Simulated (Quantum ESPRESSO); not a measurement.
## SiNi: which magnetic order is lowest

Aim: find out which collinear order of SiNi costs least.

Method: PBEsol; plane waves with GBRV 1.5 PBEsol potentials, no spin-orbit coupling, in Quantum ESPRESSO 7.5.

**1. Set-up**

The structure is orthorhombic, space group Pnma (No. 62). The conventional cell has a = 5.173 Å, b = 3.338 Å, c = 5.605 Å, α = 90.00°, β = 90.00°, γ = 90.00°. Si has 6 Ni at 2.28 to 2.40 Å nearest. Nearest to Ni lie 6 Si at 2.28 to 2.40 Å. Farther neighbours are not listed.

The cell comes from the Crystallography Open Database.

**2. Start 1: ferro ++++**

The signs are those of the starting moments on the seeded atoms, the atoms that are given a moment.

pw.in

```
&CONTROL
  calculation = 'scf'
  prefix = 'pwscf'
  outdir = './tmp'
  pseudo_dir = './pseudo'
  disk_io = 'nowf'
/
&SYSTEM
  ibrav = 0
  celldm(1) = 8
  nat = 8
  ntyp = 2
  ecutwfc = 40
  ecutrho = 280
  nbnd = 59
  occupations = 'smearing'
  smearing = 'fd'
  degauss = 0.00734986
  nspin = 2
  starting_magnetization(1) = 0
  starting_magnetization(2) = 0.0556
/
&ELECTRONS
  conv_thr = 1.6d-08
  electron_maxstep = 150
  mixing_beta = 0.3
/
ATOMIC_SPECIES
Si     28.0850 si_pbesol_v1.uspp.F.UPF
Ni     58.6934 ni_pbesol_v1.4.uspp.F.UPF
CELL_PARAMETERS alat
   1.2219677769127    0.0000000000000    0.0000000000000
   0.0000000000000    0.7885118470767    0.0000000000000
   0.0000000000000    0.0000000000000    1.3239657444894
ATOMIC_POSITIONS crystal
Si      0.3212800000    0.7500000000    0.0825000000
Si      0.1787200000    0.2500000000    0.5825000000
Si      0.8212800000    0.7500000000    0.4175000000
Si      0.6787200000    0.2500000000    0.9175000000
Ni      0.0077900000    0.2500000000    0.1875200000
Ni      0.4922100000    0.7500000000    0.6875200000
Ni      0.5077900000    0.2500000000    0.3124800000
Ni      0.9922100000    0.7500000000    0.8124800000
K_POINTS automatic
8 8 8 0 0 0
```

Command:

```bash
$ OMP_NUM_THREADS=1 mpirun -n 4 pw.x -nk 4 -in pw.in > pw.out
```

What it wrote:

```text
Program PWSCF v.7.5 starts

     Message from routine setup:
     using ibrav=0 with symmetry is DISCOURAGED, use correct ibrav instead

     K-points division:     npool     =       4
     Subspace diagonalization in iterative solution of the eigenvalue problem:

     G-vector sticks info
     --------------------
     sticks:   dense  smooth     PW     G-vecs:    dense   smooth      PW
     Sum        1361     787    231                51577    22357    3769

     Using Slab Decomposition

     bravais-lattice index     =            0
     lattice parameter (alat)  =       8.0000  a.u.
     unit-cell volume          =     653.1526 (a.u.)^3
     number of atoms/cell      =            8
     number of atomic types    =            2
     number of electrons       =        88.00
     number of Kohn-Sham states=           59
     kinetic-energy cutoff     =      40.0000  Ry
     charge density cutoff     =     280.0000  Ry
     scf convergence threshold =      1.6E-08
     mixing beta               =       0.3000
     number of iterations used =            8  plain     mixing
     Exchange-correlation= SLA  PW   PSX  PSC
                           (   1   4  10   8   0   0   0)

     celldm(1)=   8.000000  celldm(2)=   0.000000  celldm(3)=   0.000000
     celldm(4)=   0.000000  celldm(5)=   0.000000  celldm(6)=   0.000000

     crystal axes: (cart. coord. in units of alat)
               a(1) = (   1.221968   0.000000   0.000000 )
               a(2) = (   0.000000   0.788512   0.000000 )
               a(3) = (   0.000000   0.000000   1.323966 )

     reciprocal axes: (cart. coord. in units 2 pi/alat)
               b(1) = (  0.818352  0.000000  0.000000 )
               b(2) = (  0.000000  1.268212  0.000000 )
               b(3) = (  0.000000  0.000000  0.755307 )

     PseudoPot. # 1 for Si read from file:
     si_pbesol_v1.uspp.F.UPF
     Pseudo is Ultrasoft + core correction, Zval =  4.0
     Generated by new atomic code, or converted to UPF format
     Using radial grid of  899 points,  6 beta functions with:
                l(1) =   0
                l(2) =   0
                l(3) =   1
                l(4) =   1
                l(5) =   2
                l(6) =   2
     Q(r) pseudized with  8 coefficients,  rinner =    0.900   0.900   0.900
                                                       0.900   0.900

     PseudoPot. # 2 for Ni read from file:
     ni_pbesol_v1.4.uspp.F.UPF
     Pseudo is Ultrasoft + core correction, Zval = 18.0
     Generated by new atomic code, or converted to UPF format
     Using radial grid of  865 points,  6 beta functions with:
                l(1) =   0
                l(2) =   0
                l(3) =   1
                l(4) =   1
                l(5) =   2
                l(6) =   2
     Q(r) pseudized with 10 coefficients,  rinner =    0.980   0.980   0.980
                                                       0.980   0.980

     atomic species   valence    mass     pseudopotential
     Si                4.00    28.08500     Si( 1.00)
     Ni               18.00    58.69340     Ni( 1.00)

     Starting magnetic structure
     atomic species   magnetization
     Si              0.000
     Ni              0.056

      8 Sym. Ops., with inversion, found ( 6 have fractional translation)

   Cartesian axes

     site n.     atom                  positions (alat units)
         1        Si     tau(   1) = (   0.3925938   0.5913839   0.1092272  )
         2        Si     tau(   2) = (   0.2183901   0.1971280   0.7712100  )
         3        Si     tau(   3) = (   1.0035777   0.5913839   0.5527557  )
         4        Si     tau(   4) = (   0.8293740   0.1971280   1.2147386  )
         5        Ni     tau(   5) = (   0.0095191   0.1971280   0.2482701  )
         6        Ni     tau(   6) = (   0.6014648   0.5913839   0.9102529  )
         7        Ni     tau(   7) = (   0.6205030   0.1971280   0.4137128  )
         8        Ni     tau(   8) = (   1.2124486   0.5913839   1.0756957  )

     number of k points=   125  Fermi-Dirac smearing, width (Ry)=  0.0073

     Number of k-points >= 100: set verbosity='high' to print them.

     Dense  grid:    51577 G-vectors     FFT dimensions: (  54,  36,  60)

     Smooth grid:    22357 G-vectors     FFT dimensions: (  40,  30,  48)

     Check: negative core charge=   -0.000008
     Generating pointlists ...
     new r_m :   0.2219 (alat units)  1.7756 (a.u.) for type    1
     new r_m :   0.2219 (alat units)  1.7756 (a.u.) for type    2

     Initial potential from superposition of free atoms

     starting charge      79.9974, renormalised to      88.0000
     Starting wfcs are   68 randomized atomic wfcs

     Self-consistent Calculation

     iteration #  1     ecut=    40.00 Ry     beta= 0.30
     Davidson diagonalization with overlap
     ethr =  1.00E-02,  avg # of iterations =  6.8

     total energy              =   -1346.58665295 Ry
     estimated scf accuracy    <     215.02676015 Ry

     total magnetization       =     0.27 Bohr mag/cell
     absolute magnetization    =     0.36 Bohr mag/cell

     iteration #  2     ecut=    40.00 Ry     beta= 0.30
     Davidson diagonalization with overlap
     ethr =  1.00E-02,  avg # of iterations =  3.1

     total energy              =   -1409.27368570 Ry
     estimated scf accuracy    <      59.41783160 Ry

     total magnetization       =     0.10 Bohr mag/cell
     absolute magnetization    =     0.16 Bohr mag/cell

     iteration #  3     ecut=    40.00 Ry     beta= 0.30
     Davidson diagonalization with overlap
     ethr =  1.00E-02,  avg # of iterations =  2.0

     total energy              =   -1410.77739165 Ry
     estimated scf accuracy    <      10.50816695 Ry

     total magnetization       =     0.12 Bohr mag/cell
     absolute magnetization    =     0.34 Bohr mag/cell

     [... further iterations left out ...]

     iteration # 14     ecut=    40.00 Ry     beta= 0.30
     Davidson diagonalization with overlap
     ethr =  1.73E-08,  avg # of iterations =  3.9

     total energy              =   -1410.91971774 Ry
     estimated scf accuracy    <       0.00001179 Ry

     total magnetization       =    -0.00 Bohr mag/cell
     absolute magnetization    =     0.00 Bohr mag/cell

     iteration # 15     ecut=    40.00 Ry     beta= 0.30
     Davidson diagonalization with overlap
     ethr =  1.34E-08,  avg # of iterations =  1.0

     total energy              =   -1410.91971781 Ry
     estimated scf accuracy    <       0.00000189 Ry

     total magnetization       =    -0.00 Bohr mag/cell
     absolute magnetization    =     0.00 Bohr mag/cell

     iteration # 16     ecut=    40.00 Ry     beta= 0.30
     Davidson diagonalization with overlap
     ethr =  2.15E-09,  avg # of iterations =  2.0

     total energy              =   -1410.91971826 Ry
     estimated scf accuracy    <       0.00000066 Ry

     total magnetization       =    -0.00 Bohr mag/cell
     absolute magnetization    =     0.00 Bohr mag/cell

     iteration # 17     ecut=    40.00 Ry     beta= 0.30
     Davidson diagonalization with overlap
     ethr =  7.53E-10,  avg # of iterations =  1.3

     Magnetic moment per site  (integrated on atomic sphere of radius R)
     atom   1 (R=0.222)  charge=  1.6504  magn=  0.0000
     atom   2 (R=0.222)  charge=  1.6504  magn=  0.0000
     atom   3 (R=0.222)  charge=  1.6504  magn=  0.0000
     atom   4 (R=0.222)  charge=  1.6504  magn=  0.0000
     atom   5 (R=0.222)  charge= 16.3330  magn= -0.0000
     atom   6 (R=0.222)  charge= 16.3330  magn= -0.0000
     atom   7 (R=0.222)  charge= 16.3330  magn= -0.0000
     atom   8 (R=0.222)  charge= 16.3330  magn= -0.0000

     End of self-consistent calculation

     Number of k-points >= 100: set verbosity='high' to print the bands.

     the Fermi energy is    14.4569 ev

!    total energy              =   -1410.91971834 Ry
     estimated scf accuracy    <          3.5E-09 Ry
     smearing contrib. (-TS)   =      -0.00520785 Ry
     internal energy E=F+TS    =   -1410.91451048 Ry

     The total energy is F=E-TS. E is the sum of the following terms:
     one-electron contribution =   -1049.29465738 Ry
     hartree contribution      =     571.71618865 Ry
     xc contribution           =    -158.43134228 Ry
     ewald contribution        =    -774.90469947 Ry

     total magnetization       =    -0.00 Bohr mag/cell
     absolute magnetization    =     0.00 Bohr mag/cell

     convergence has been achieved in  17 iterations

=------------------------------------------------------------------------------=
   JOB DONE.
=------------------------------------------------------------------------------=
```

Elapsed: 7 min, on 4 MPI ranks of Arm Neoverse V1, shared host; peak memory 1.1 GiB; 28 min of CPU time.

The spin moment in the atom's sphere vanishes on all atoms.

Read from the output:

```yaml
smearing_term_ts: 0.07086 eV
magnetization: 0 μB
absolute_magnetization: 0 μB
final_state: non-magnetic
```

[end of part 1 of 2]

[Logs and program files are shortened in this print: banners, set-up blocks, solver, clock and traceback lines can be left out without a mark of their own.]

[Logs are printed without paths, hosts, clocks, repeated set-up lines and the standing remarks that a program may print on its own settings, such as how far it seeks lower states.]

[Hosts, paths, dates, database ids (printed as entryN), source tags and the programs' standing remarks are cut or masked in the printed files.]

[Where a cell is said to come from a database of computed structures, the database is the Materials Project.]
